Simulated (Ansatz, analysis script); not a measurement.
# Fixed-spin-moment curve of FeGe2

Is FeGe2 magnetic, nearly magnetic or plainly paramagnetic? E(M) and M(B) tell.

Program: Ansatz 0.2.0. Level of theory: PBEsol, PAW set soft_1 (files made for PBE). Results are calculated unless marked as measured.

Report form: the programs' logs are mostly left out.

### Step 1. The starting structure

It takes space group I4/mcm (No. 140, tetragonal). The conventional cell has a = 5.919 Å, b = 5.919 Å, c = 4.903 Å, α = 90.00°, β = 90.00°, γ = 90.00°. Nearest to Fe lie 2 Fe at 2.45 Å and 8 Ge at 2.55 Å. Nearest to Ge lie 4 Fe at 2.55 Å and 1 Ge at 2.59 Å. Farther neighbours are not listed.

Coordinates:

```cif
data_structure
_symmetry_space_group_name_H-M 'I4/mcm'
_symmetry_Int_Tables_number 140
_cell_length_a 5.9191
_cell_length_b 5.9191
_cell_length_c 4.9028
_cell_angle_alpha 90.000
_cell_angle_beta 90.000
_cell_angle_gamma 90.000
_cell_volume 171.77
loop_
_atom_site_label
_atom_site_type_symbol
_atom_site_symmetry_multiplicity
_atom_site_Wyckoff_symbol
_atom_site_fract_x
_atom_site_fract_y
_atom_site_fract_z
_atom_site_occupancy
Fe1 Fe 4 a 0.00000 0.00000 0.75000 1
Ge1 Ge 8 h 0.65489 0.15489 0.00000 1
```

The cell comes from the Materials Project, a database of computed structures, and the real compound, where it exists, may take another one.

The cell of this run holds 6 atoms, 2 of them with a starting moment; values «a cell» refer to the cell of the run in question.

### Step 2. Starting state

The work starts on two spin channels, which tell the size of the moments.

input.yaml

```yaml
crystal:
  lattice:
    - [-2.9595565636, 2.9595565636, 2.45140301]
    - [2.9595565636, -2.9595565636, 2.45140301]
    - [2.9595565636, 2.9595565636, -2.45140301]
  atoms:
    - { symbol: Fe, position: [0.75, 0.75, 0.0], spin: 2.8 }
    - { symbol: Fe, position: [0.25, 0.25, 0.0], spin: 2.8 }
    - { symbol: Ge, position: [0.15489261, 0.65489261, 0.80978522] }
    - { symbol: Ge, position: [0.34510739, 0.15489261, 0.5] }
    - { symbol: Ge, position: [0.65489261, 0.84510739, 0.5] }
    - { symbol: Ge, position: [0.84510739, 0.34510739, 0.19021478] }
magnetization:
  spin_polarized: true
kpoints:
  mp_grid: { grid: [10, 10, 10] }
hamiltonian:
  xc: pbesol
  pseudopotentials: { kind: paw, azcp: { folder: soft_1 }, xc_functional: pbe }
scf:
  occupations: { method: fermi_dirac, width: 0.05 }
  max_iter: 120
  convergence: { dr2_threshold: 1.0e-08 }
  lower_state_search: "off"
output:
  write_density: true
  write_potential: true
  elf: true
  volumetric_format: npy
```

Run with:

```sh
$ ansatz run input.yaml --threads 1 --pin off --max-ram 2560MiB --backend cpu --events-out ev --progress --plain --runs-dir out
```

Elapsed: 2.7 min, on 1 thread of Arm Neoverse V1, shared host; peak memory 0.82 GiB.

Spin moment in the atom's sphere by atom:

```tsv
atom	spin moment in the atom's sphere (μB)
Fe1	1.32
Fe2	1.32
Ge3	-0.04
Ge4	-0.04
Ge5	-0.04
Ge6	-0.04
```

Tables count atoms from 1; parts of the log count from 0.

The run ends ferromagnetic, with a net moment of 2.39 μB a cell. Only this order was typed.

Spin density in the ab plane of the conventional cell at fractional z = 0.000, with atoms of Ge within 0.2 Å of it.

Values in units of 1e-2 e/Å³, 16 rows by 16 columns, each cell a mean:
```
-0.4 -0.5 -1.1 -1.6 -1.1 -0.4 -0.3 -0.5 -0.6 -0.4 -0.4 -0.6 -0.8 -0.8 -0.6 -0.4
-0.5 -0.7 -1.3 -1.7 -0.7 -0.3 -0.3 -0.3 -0.4 -0.3 -0.2 -0.3 -0.6 -0.9 -1.0 -0.8
-0.9 -0.8 -1.1 -1.3 -0.4 -0.1 -0.3 -0.4 -0.5 -0.3 -0.2 -0.3 -0.7 -1.3 -1.6 -1.4
-1.0 -0.7 -0.6 -0.7 -0.6 -0.4 -0.7 -1.1 -0.9 -0.5 -0.4 -0.5 -0.7 -1.0 -1.4 -1.5
-0.7 -0.4 -0.3 -0.4 -0.7 -1.3 -1.7 -1.6 -1.0 -0.8 -0.9 -1.0 -0.5 -0.2 -0.3 -0.8
-0.5 -0.3 -0.2 -0.3 -0.6 -1.1 -1.3 -1.1 -0.8 -0.8 -1.3 -1.5 -0.5 -0.2 -0.3 -0.3
-0.5 -0.4 -0.3 -0.4 -0.7 -0.8 -0.7 -0.5 -0.4 -0.6 -1.3 -1.7 -0.9 -0.3 -0.2 -0.3
-0.6 -0.5 -0.5 -0.7 -1.0 -0.9 -0.5 -0.4 -0.4 -0.4 -1.0 -1.4 -1.1 -0.5 -0.4 -0.5
-0.6 -0.3 -0.3 -0.8 -1.5 -1.4 -0.8 -0.4 -0.4 -0.4 -0.7 -0.9 -0.7 -0.4 -0.4 -0.5
-0.4 -0.2 -0.3 -0.3 -1.4 -1.6 -1.0 -0.6 -0.6 -0.9 -1.0 -0.8 -0.4 -0.2 -0.2 -0.4
-0.5 -0.3 -0.2 -0.2 -1.0 -1.3 -0.9 -0.8 -1.2 -1.6 -1.4 -1.0 -0.4 -0.2 -0.2 -0.4
-1.1 -0.9 -0.5 -0.5 -0.7 -0.7 -0.6 -0.8 -1.3 -1.5 -1.1 -0.8 -0.6 -0.4 -0.4 -0.7
-1.4 -1.7 -1.5 -1.0 -0.5 -0.3 -0.3 -0.6 -0.8 -0.5 -0.2 -0.3 -0.8 -1.0 -0.8 -0.9
-1.0 -1.3 -1.3 -0.9 -0.4 -0.2 -0.2 -0.4 -0.4 -0.2 -0.4 -0.2 -1.1 -1.5 -1.0 -0.7
-0.4 -0.6 -0.8 -0.8 -0.5 -0.3 -0.3 -0.4 -0.4 -0.2 -0.2 -0.5 -1.5 -1.6 -0.9 -0.4
-0.4 -0.4 -0.8 -1.0 -0.9 -0.5 -0.4 -0.6 -0.6 -0.4 -0.4 -0.8 -1.3 -1.2 -0.6 -0.4
```
Columns run along a (5.9 Å), rows up along b (5.9 Å), edges of the conventional cell, whose origin can differ from the input's. Atoms in or near the plane, at fractional coordinates: Ge at (0.65, 0.15), Ge at (0.15, 0.35), Ge at (0.85, 0.65), Ge at (0.35, 0.85).

Valence density in the ab plane of the conventional cell at fractional z = 0.000, with atoms of Ge within 0.2 Å of it. It is the smooth field of the valence electrons, not physical close to the nuclei.

Values in e/Å³, 16 rows by 16 columns, each cell a mean:
```
 0  0  0  0  1  2  2  1  0  0  0  0  0  0  0  0
 0  0  0  1  5 20 12  2  0  0  0  0  0  0  0  0
 0  0  0  1  8 33 20  2  0  0  0  0  0  0  0  0
 0  0  0  0  2  8  5  1  0  0  0  0  1  2  1  1
 0  0  0  0  0  1  1  0  0  0  0  1  5 19 12  1
 0  0  0  0  0  0  0  0  0  0  0  1  8 34 21  2
 0  0  0  0  0  0  0  0  0  0  0  1  2  9  6  1
 0  0  0  0  0  0  0  0  0  0  0  0  1  1  1  0
 0  1  2  1  1  0  0  0  0  0  0  0  0  0  0  0
 1  6 21 12  1  0  0  0  0  0  0  0  0  0  0  0
 1  9 34 19  2  0  0  0  0  0  0  0  0  0  0  0
 1  2  8  5  1  0  0  0  0  1  2  1  0  0  0  0
 0  1  1  1  0  0  0  0  1  5 19 11  1  0  0  0
 0  0  0  0  0  0  0  0  1  9 34 19  2  0  0  0
 0  0  0  0  0  0  0  0  1  3  9  5  1  0  0  0
 0  0  0  0  0  0  0  0  0  1  1  1  0  0  0  0
```
Columns run along a (5.9 Å), rows up along b (5.9 Å), edges of the conventional cell, whose origin can differ from the input's. Atoms in or near the plane, at fractional coordinates: Ge at (0.65, 0.15), Ge at (0.15, 0.35), Ge at (0.85, 0.65), Ge at (0.35, 0.85).

ELF in the ab plane of the conventional cell at fractional z = 0.000, with atoms of Ge within 0.2 Å of it. It is the smooth field of the valence electrons, not physical close to the nuclei.

Ten even steps from '0' (0.14) to '9' (0.68), each cell a mean:
```
3366544797434433
3466221464102454
5455132452013576
5334312552134356
5102456653442114
5200356644651424
7521344334663225
9755553323565568
8544664333443468
6221575345531026
5241354467642004
5312432465444213
6654310352114434
5664101452424654
3443224774225753
2345556997556643
```
Columns run along a (5.9 Å), rows up along b (5.9 Å), edges of the conventional cell, whose origin can differ from the input's. Atoms in or near the plane, at fractional coordinates: Ge at (0.65, 0.15), Ge at (0.15, 0.35), Ge at (0.85, 0.65), Ge at (0.35, 0.85).

### Step 3. Without spin

The state without spin is the zero of E(M).

input.yaml

```yaml
crystal:
  lattice:
    - [-2.9595565636, 2.9595565636, 2.45140301]
    - [2.9595565636, -2.9595565636, 2.45140301]
    - [2.9595565636, 2.9595565636, -2.45140301]
  atoms:
    - { symbol: Fe, position: [0.75, 0.75, 0.0] }
    - { symbol: Fe, position: [0.25, 0.25, 0.0] }
    - { symbol: Ge, position: [0.15489261, 0.65489261, 0.80978522] }
    - { symbol: Ge, position: [0.34510739, 0.15489261, 0.5] }
    - { symbol: Ge, position: [0.65489261, 0.84510739, 0.5] }
    - { symbol: Ge, position: [0.84510739, 0.34510739, 0.19021478] }
kpoints:
  mp_grid: { grid: [10, 10, 10] }
hamiltonian:
  xc: pbesol
  pseudopotentials: { kind: paw, azcp: { folder: soft_1 }, xc_functional: pbe }
scf:
  occupations: { method: fermi_dirac, width: 0.05 }
  max_iter: 120
  convergence: { dr2_threshold: 1.0e-08 }
basis:
  ecutwfc: 420.0
```

It took 37 s on 1 thread; peak memory 0.55 GiB.

The free collinear run lies 311 meV below it.

### Step 4. Without spin, levels printed

input.yaml: that of step 3 with these lines changed.

```diff
@@ -23 +23,3 @@
   ecutwfc: 420.0
+output:
+  eigenvalues: true
```

It took 36 s on 1 thread; peak memory 0.56 GiB.

### Step 5. Total moment fixed at 0.346 μB

Two Fermi levels, one a spin, hold the total moment exactly, which reaches states that a free run would leave.

input.yaml: that of step 4 with these lines changed.

```diff
@@ -6,4 +6,4 @@
   atoms:
-    - { symbol: Fe, position: [0.75, 0.75, 0.0] }
-    - { symbol: Fe, position: [0.25, 0.25, 0.0] }
+    - { symbol: Fe, position: [0.75, 0.75, 0.0], spin: 0.173 }
+    - { symbol: Fe, position: [0.25, 0.25, 0.0], spin: 0.173 }
     - { symbol: Ge, position: [0.15489261, 0.65489261, 0.80978522] }
@@ -12,2 +12,6 @@
     - { symbol: Ge, position: [0.84510739, 0.34510739, 0.19021478] }
+magnetization:
+  spin_polarized: true
+  initial_magnetization: 0.346
+  spin_locking: { lock_magnetization: hard }
 kpoints:
@@ -21,5 +25,4 @@
   convergence: { dr2_threshold: 1.0e-08 }
+  lower_state_search: "off"
 basis:
   ecutwfc: 420.0
-output:
-  eigenvalues: true
```

The job ended after 89 s (1 thread; peak memory 0.79 GiB).

The energy is -20.8 meV from the state without spin, and the largest site carries 0.259 μB.

### Step 6. Total moment fixed at 0.691 μB

input.yaml, the sections that differ from step 5:

```yaml
crystal:
  lattice:
    - [-2.9595565636, 2.9595565636, 2.45140301]
    - [2.9595565636, -2.9595565636, 2.45140301]
    - [2.9595565636, 2.9595565636, -2.45140301]
  atoms:
    - { symbol: Fe, position: [0.75, 0.75, 0.0], spin: 0.3455 }
    - { symbol: Fe, position: [0.25, 0.25, 0.0], spin: 0.3455 }
    - { symbol: Ge, position: [0.15489261, 0.65489261, 0.80978522] }
    - { symbol: Ge, position: [0.34510739, 0.15489261, 0.5] }
    - { symbol: Ge, position: [0.65489261, 0.84510739, 0.5] }
    - { symbol: Ge, position: [0.84510739, 0.34510739, 0.19021478] }
magnetization:
  spin_polarized: true
  initial_magnetization: 0.691
  spin_locking: { lock_magnetization: hard }
# kpoints, hamiltonian, scf, basis: as in step 5
```

Run time: 90 s. Hardware: 1 thread; peak memory 0.79 GiB.

The energy is -74.8 meV from the state without spin, and the largest site carries 0.491 μB.

### Step 7. Total moment fixed at 1.728 μB

input.yaml, the sections that differ from step 6:

```yaml
crystal:
  lattice:
    - [-2.9595565636, 2.9595565636, 2.45140301]
    - [2.9595565636, -2.9595565636, 2.45140301]
    - [2.9595565636, 2.9595565636, -2.45140301]
  atoms:
    - { symbol: Fe, position: [0.75, 0.75, 0.0], spin: 0.864 }
    - { symbol: Fe, position: [0.25, 0.25, 0.0], spin: 0.864 }
    - { symbol: Ge, position: [0.15489261, 0.65489261, 0.80978522] }
    - { symbol: Ge, position: [0.34510739, 0.15489261, 0.5] }
    - { symbol: Ge, position: [0.65489261, 0.84510739, 0.5] }
    - { symbol: Ge, position: [0.84510739, 0.34510739, 0.19021478] }
magnetization:
  spin_polarized: true
  initial_magnetization: 1.728
  spin_locking: { lock_magnetization: hard }
# kpoints, hamiltonian, scf, basis: as in step 6
```

Wall time 84 s (1 thread); peak memory 0.79 GiB.

The energy is -268 meV from the state without spin, and the largest site carries 1.03 μB.

### Step 8. Total moment fixed at 3.11 μB

input.yaml, the sections that differ from step 7:

```yaml
crystal:
  lattice:
    - [-2.9595565636, 2.9595565636, 2.45140301]
    - [2.9595565636, -2.9595565636, 2.45140301]
    - [2.9595565636, 2.9595565636, -2.45140301]
  atoms:
    - { symbol: Fe, position: [0.75, 0.75, 0.0], spin: 1.555 }
    - { symbol: Fe, position: [0.25, 0.25, 0.0], spin: 1.555 }
    - { symbol: Ge, position: [0.15489261, 0.65489261, 0.80978522] }
    - { symbol: Ge, position: [0.34510739, 0.15489261, 0.5] }
    - { symbol: Ge, position: [0.65489261, 0.84510739, 0.5] }
    - { symbol: Ge, position: [0.84510739, 0.34510739, 0.19021478] }
magnetization:
  spin_polarized: true
  initial_magnetization: 3.11
  spin_locking: { lock_magnetization: hard }
# kpoints, hamiltonian, scf, basis: as in step 7
```

The job ended after 83 s (1 thread; peak memory 0.8 GiB).

The energy is -257 meV from the state without spin, and the largest site carries 1.61 μB.

The other 5 runs of this kind were made alike; their results stand in the table below.

### Step 9. No field, tight threshold

A field gives a second route to the same curve. A thousand tesla shift each spin by 58 meV, and the threshold is tightened so that small induced moments are resolved.

input.yaml: that of step 8 with these lines changed.

```diff
@@ -6,4 +6,4 @@
   atoms:
-    - { symbol: Fe, position: [0.75, 0.75, 0.0], spin: 1.555 }
-    - { symbol: Fe, position: [0.25, 0.25, 0.0], spin: 1.555 }
+    - { symbol: Fe, position: [0.75, 0.75, 0.0], spin: 1.32 }
+    - { symbol: Fe, position: [0.25, 0.25, 0.0], spin: 1.32 }
     - { symbol: Ge, position: [0.15489261, 0.65489261, 0.80978522] }
@@ -14,4 +14,2 @@
   spin_polarized: true
-  initial_magnetization: 3.11
-  spin_locking: { lock_magnetization: hard }
 kpoints:
@@ -24,3 +22,3 @@
   max_iter: 120
-  convergence: { dr2_threshold: 1.0e-08 }
+  convergence: { dr2_threshold: 1.0e-10 }
   lower_state_search: "off"
```

Run time: 2.3 min. Hardware: 1 thread; peak memory 0.8 GiB.

The net moment is 2.39 μB a cell.

### Step 10. Field of 1500 T

input.yaml: that of step 9 with these lines changed.

```diff
@@ -14,2 +14,3 @@
   spin_polarized: true
+  magnetic_field: 1500.0
 kpoints:
```

Elapsed: 2.1 min, on 1 thread; peak memory 0.8 GiB.

The net moment is 2.82 μB a cell.

The other 2 runs of this kind were made alike; their results stand in the table below.

### Step 11. The curves

The energy less the state without spin by total moment:

```tsv
total moment (μB/cell)	energy less the state without spin (meV/cell)
0.00	0
0.35	-20.8
0.69	-74.8
1.04	-143
1.38	-211
1.73	-268
2.07	-301
2.42	-311
2.76	-297
3.11	-257
```

The field that holds a moment is half the difference of the two Fermi levels over μB.

Table of field that holds the moment by total moment:

```tsv
total moment (μB/cell)	field that holds the moment (T)
0.35	-2007
0.69	-3216
1.04	-3494
1.38	-3247
1.73	-2255
2.07	-1101
2.42	97.9
2.76	1288
3.11	2838
```

Site moments:

```tsv
total (μB)	Fe no. 1 (μB)	Fe no. 2 (μB)	Ge no. 3 (μB)	Ge no. 4 (μB)	Ge no. 5 (μB)	Ge no. 6 (μB)
0.346	0.2593	0.2593	-0.0219	-0.0219	-0.0219	-0.0219
0.691	0.4908	0.4908	-0.0374	-0.0374	-0.0374	-0.0374
1.037	0.6878	0.6878	-0.0448	-0.0448	-0.0448	-0.0448
1.382	0.8654	0.8654	-0.0478	-0.0478	-0.0478	-0.0478
1.728	1.03	1.03	-0.0477	-0.0477	-0.0477	-0.0477
2.073	1.184	1.184	-0.0447	-0.0447	-0.0447	-0.0447
2.419	1.328	1.328	-0.0388	-0.0388	-0.0388	-0.0388
2.764	1.47	1.47	-0.032	-0.032	-0.032	-0.032
3.11	1.609	1.609	-0.0245	-0.0245	-0.0245	-0.0245
```

The total moment by field:

```tsv
field (T)	total moment (μB/cell)
0	2.39
300	2.48
600	2.56
1500	2.82
```

Three Landau terms miss the curve as a whole or at its small-moment end, and no Stoner analysis is made here.

### Step 12. Outcome

| Property | Result |
| --- | --- |
| state of the free run | ferromagnetic |
| net moment of the free run | 2.39 μB |
| energy of the free run from the state without spin | -311 meV a cell |
| lowest of the fixed moments tried | M = 2.419 μB, -311 meV |
| dM/dB between 0 and 300 T | 0.279 μB a cell per 1000 T |

In words: At this level the system is magnetic: the free run keeps 1.32 μB on the largest site. No other order was typed. Among the fixed moments, E(M) falls 311 meV below the state without spin and is lowest near 2.419 μB on this grid. The field acts on spins alone. The 13 fixed-moment and field runs took 21 min of wall time, added up. Energies are free energies at a smearing of 0.05 eV, and with partly filled levels differences shift, at times strongly, as the smearing goes to zero. In doubt: the program's search for lower states was switched off, so a lower magnetic state than those reached may exist.

[Logs and program files are shortened in this print: banners, set-up blocks, solver, clock and traceback lines can be left out without a mark of their own.]

[Logs are printed without paths, hosts, clocks, repeated set-up lines and the standing remarks that a program may print on its own settings, such as how far it seeks lower states.]

[Hosts, paths, dates, database ids (printed as entryN), source tags and the programs' standing remarks are cut or masked in the printed files.]
